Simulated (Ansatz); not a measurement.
# BeCo (Pm-3m): from the cell to its phonons, part 2 of 2

Wanted: vibrations and spectra of BeCo (Pm-3m); the cell is already relaxed. After the zone centre comes a 2×2×2 q mesh on a 16×16×16 k mesh.

Ansatz 0.2.0; DFT PBEsol, scalar-relativistic, plane waves, PseudoDojo norm-conserving pseudopotentials.

So far. Step 2 (Zone-centre response): Before it was imposed, the acoustic sum rule was missed by 0.0010 eV/Å². Small misses are needed for a sound result but don't prove that mesh and cutoff are converged. The lowest optical mode is real, 543 cm⁻¹.

## Step 3: Response at finite wavevector (continued)

Frequencies (cm⁻¹) solved at each irreducible wavevector; negative means imaginary. Frequencies by wavevector, by row:

| q in reciprocal lattice units | star | mode 1 | mode 2 | mode 3 | mode 4 | mode 5 | mode 6 |
| --- | --- | --- | --- | --- | --- | --- | --- |
| 0 0 0 | 1 | 0 | 0 | 0 | 542.6 | 542.6 | 542.6 |
| 0 0 -0.5 | 3 | 213.5 | 213.5 | 264.5 | 466.4 | 531.7 | 531.7 |
| 0 -0.5 -0.5 | 3 | 124.4 | 124.4 | 243.9 | 509.8 | 541.2 | 541.2 |
| -0.5 -0.5 -0.5 | 1 | 264.2 | 264.2 | 264.2 | 533.8 | 533.8 | 533.8 |

Interpolated from a 2×2×2 q mesh, rough between the solved points. The phonon branches at the labelled points (cm⁻¹):

| point | branch 1 | branch 2 | branch 3 | branch 4 | branch 5 | branch 6 |
| --- | --- | --- | --- | --- | --- | --- |
| Γ | 0 | 0 | 0 | 543 | 543 | 543 |
| halfway | 149 | 149 | 174 | 510 | 538 | 538 |
| X | 214 | 214 | 264 | 466 | 532 | 532 |
| halfway | 166 | 205 | 229 | 508 | 521 | 537 |
| M | 124 | 124 | 244 | 510 | 541 | 541 |
| halfway | 99 | 192 | 237 | 498 | 530 | 543 |
| Γ | 0 | 0 | 0 | 543 | 543 | 543 |
| halfway | 184 | 184 | 223 | 516 | 531 | 531 |
| R | 264 | 264 | 264 | 534 | 534 | 534 |
| halfway | 180 | 207 | 248 | 516 | 523 | 542 |
| X | 214 | 214 | 264 | 466 | 532 | 532 |
| jump to R | 264 | 264 | 264 | 534 | 534 | 534 |
| halfway | 206 | 206 | 254 | 522 | 538 | 538 |
| M | 124 | 124 | 244 | 510 | 541 | 541 |

The phonon branches as a text plot (rows in cm⁻¹):

```
    532 |********************************************************
    509 |   **      ************     ****          ***        ***
    487 |     *   **                                  **
    464 |      ***                                      **
    441 |
    419 |
    396 |
    373 |
    351 |
    328 |
    305 |
    283 |
    260 |      ***                          ********    ******
    238 |     *   * **********         *   **    ** ****   *  ***
    215 |      *****      *** *      ** ****      **** ***  **
    192 |    **   * *        *          *          *   *
    170 |   **     * *   *    **                    ***       *
    147 |   *       *** *           *  *                       *
    124 |             *****    **    **                         *
    102 |  *               ***
     79 | *                   * *  **
     57 | *                    ***
     34 |*                       * *
     11 |                         *
         Γ      X      M          Γ            R        X|R     M
```

Tetrahedra on a 24×24×24 mesh, mean over bins of 5 cm-1. Interpolated from a 2×2×2 q mesh, rough between the solved points. The phonon density of states by wavenumber; read off at these points:

| wavenumber (cm⁻¹) | phonon density of states (1/cm⁻¹/cell) |
| --- | --- |
| 2 | 0 |
| 18 | 3.0e-5 |
| 32 | 2.2e-4 |
| 48 | 5.5e-4 |
| 62 | 0.00105 |
| 78 | 0.00175 |
| 92 | 0.00277 |
| 102 | 0.00379 |
| 118 | 0.0063 |
| 132 | 0.0114 |
| 148 | 0.0136 |
| 162 | 0.0165 |
| 178 | 0.0171 |
| 192 | 0.0180 |
| 208 | 0.0315 |
| 212 | 0.0324 |
| 222 | 0.0198 |
| 232 | 0.0423 |
| 238 | 0.0357 |
| 252 | 0.0140 |
| 268 | 0 |
| 278 | 0 |
| 292 | 0 |
| 308 | 0 |
| 322 | 0 |
| 338 | 0 |
| 352 | 0 |
| 368 | 0 |
| 382 | 0 |
| 398 | 0 |
| 412 | 0 |
| 428 | 0 |
| 442 | 0 |
| 452 | 0 |
| 468 | 4.1e-4 |
| 482 | 0.00432 |
| 498 | 0.0177 |
| 512 | 0.0372 |
| 528 | 0.0609 |
| 538 | 0.142 |
| 542 | 0.0822 |

The partial phonon density of states has structure finer than the step of the table below, so its rows give means over 20 cm⁻¹, whole bins alone (the curve runs from -10 to 569 cm⁻¹). Peaks (cm⁻¹: height): Be 536.6: 0.0966; Co 234.2: 0.0361, 540.3: 0.0125.

Phonopy on the run's constants, 21x21x21 mesh, Gaussian sigma 4.1 cm-1. Interpolated from a 2×2×2 q mesh, rough between the solved points. Partial phonon density of states against wavenumber; means over each step; values in 1/cm⁻¹/cell:

| wavenumber (cm⁻¹) | Be | Co |
| --- | --- | --- |
| 0 | 0 | 1.3e-5 |
| 20 | 1.2e-5 | 8.0e-5 |
| 40 | 6.2e-5 | 4.0e-4 |
| 60 | 1.3e-4 | 8.6e-4 |
| 80 | 2.5e-4 | 0.00164 |
| 100 | 5.0e-4 | 0.00319 |
| 120 | 0.00115 | 0.00663 |
| 140 | 0.00178 | 0.0104 |
| 160 | 0.00204 | 0.0139 |
| 180 | 0.00184 | 0.0156 |
| 200 | 0.00181 | 0.0211 |
| 220 | 0.00131 | 0.0277 |
| 240 | 5.4e-4 | 0.0291 |
| 260 | 6.6e-5 | 0.00778 |
| 280 | 0 | 5.9e-5 |
| 300 | 0 | 0 |
| 320 | 0 | 0 |
| 340 | 0 | 0 |
| 360 | 0 | 0 |
| 380 | 0 | 0 |
| 400 | 0 | 0 |
| 420 | 0 | 0 |
| 440 | 0 | 0 |
| 460 | 2.6e-4 | 4.2e-6 |
| 480 | 0.00395 | 1.9e-4 |
| 500 | 0.0185 | 9.0e-4 |
| 520 | 0.0512 | 0.00252 |
| 540 | 0.0637 | 0.00775 |

Second derivatives of the energy by pair, one row for each kind of neighbour of each atom listed. Each entry sums the pair over the periodic images of the supercell that the q mesh stands for, and in a polar crystal it holds the long-range dipole part too. Force constants by pair, by row:

| atom | neighbour | distance (Å) | third of the trace (eV/Å²) | along the pair's line (eV/Å²) |
| --- | --- | --- | --- | --- |
| Be1 | itself | 0 | 8.525 | – |
| Be1 | Co | 2.224 | -1.058 | -3.409 |
| Be1 | Be | 2.568 | -0.0559 | 0.4281 |
| Be1 | Be | 3.631 | 0.1425 | 0.2602 |
| Be1 | Be | 4.447 | -0.3222 | -0.3222 |
| Co2 | itself | 0 | 12.77 | – |
| Co2 | Be | 2.224 | -1.058 | -3.409 |
| Co2 | Co | 2.568 | -1.197 | -2.493 |
| Co2 | Co | 3.631 | -0.3255 | -0.558 |
| Co2 | Co | 4.447 | 0.2616 | 0.2616 |

Symmetry leaves 4 wavevectors to solve. The lowest mode among them, the acoustic zeros apart, lies at q = (0, -0.5, -0.5) and is real, 124 cm⁻¹.

## Step 4: Outcome

| Item | Value |
| --- | --- |
| space group (within 0.01 Å) | Pm-3m |
| volume per atom | 8.46 Å³ |
| electronic character | no gap on this mesh |
| highest optical mode at the zone centre (no LO-TO term) | 543 cm⁻¹ |
| lowest optical zone-centre mode | 543 cm⁻¹ |
| lowest mode on the q mesh (acoustic modes at Γ apart) | 124 cm⁻¹ |
| highest frequency on the path or at a solved wavevector | 543 cm⁻¹ |
| imaginary modes on the 2×2×2 q mesh | none |
| net magnetic moment of the cell as run | -0.391 μB |

**Reading.** The structure is a minimum as far as tested: no mode is imaginary at the 4 irreducible wavevectors of the 2×2×2 mesh, and the softest away from the acoustic zeros lies at 124 cm⁻¹. The optical modes at Γ form one degenerate level at 543 cm⁻¹. The highest mode in this list at Γ, 542.6 cm⁻¹, is mostly motion of Be (87 % of the kinetic energy). On the path and the mesh, the widest gap between branches runs from 264 to 466 cm⁻¹. The q mesh stands for a supercell only 5.1 Å across, so branches between the solved wavevectors are rough. The magnetic state is the one that the run reached from its starting moments; a lower one was not ruled out. With no gap, or one that is small against the smearing, the frequencies hang on the k mesh and the smearing, most of all near Kohn anomalies. A phonon run warned that its eigensolver left some bands unconverged in a pass. These are harmonic frequencies at zero temperature: anharmonic shifts, linewidths and thermal expansion are left out.

[Logs are printed without paths, hosts, clocks, repeated set-up lines and the standing remarks that a program may print on its own settings, such as how far it seeks lower states.]

[Hosts, paths, dates, database ids (printed as entryN), source tags and the programs' standing remarks are cut or masked in the printed files.]
